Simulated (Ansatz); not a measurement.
Rows from a G0W0 calculation on Cs2HgSe2 (Pbam) (Ansatz 0.2.0; G0W0 on PBE, plane waves, PAW; PAW set soft_1; 2×2×4 mesh, 1043 empty bands, screening to 110 eV, PAW set soft_1 files), in eV. Spin-orbit coupling is left out.

| row | k | band | start | Σx | Σc at the solution | Vxc |
| --- | --- | --- | --- | --- | --- | --- |
| A | Γ | v2 | 5.111 | -17.427 | 1.988 | -14.454 |
| B | Γ | c1 | 7.177 | -9.415 | -2.989 | -12.867 |
| C | (-0.500, 0.000, 0.000) | v1 | 5.173 | -17.602 | 1.968 | -14.655 |
| D | Γ | v1 | 5.146 | -17.587 | 1.994 | -14.606 |
| E | (-0.500, 0.000, 0.000) | c1 | 7.764 | -7.698 | -3.083 | -11.193 |
| F | Γ | c2 | 8.034 | -5.109 | -3.168 | -8.556 |

Q: Give the quasiparticle energies and the shift of each level.

The quasiparticle equation reads E = start + Σx + Σc(E) − Vxc.

```
row  E (eV)  shift (eV)
  A   4.126      −0.985
  B   7.640      +0.464
  C   4.194      −0.979
  D   4.160      −0.986
  E   8.175      +0.412
  F   8.312      +0.279
```

Limits: not at the basis limit; no spin-orbit coupling; coarse k mesh.

[Paths, hosts, dates, memory and timing lines, banners, echoed tables and standing remarks are left out of the program output.]

[Logs are printed without paths, hosts, clocks, repeated set-up lines and the standing remarks that a program may print on its own settings, such as how far it seeks lower states.]

[Runs of the session that timed out or met a known fault of the program may be left out.]

[Cells called generated may have been cut or substituted from an entry of the Crystallography Open Database or the Materials Project.]

[Hosts, paths, dates, database ids (printed as entryN), source tags and the programs' standing remarks are cut or masked in the printed files.]
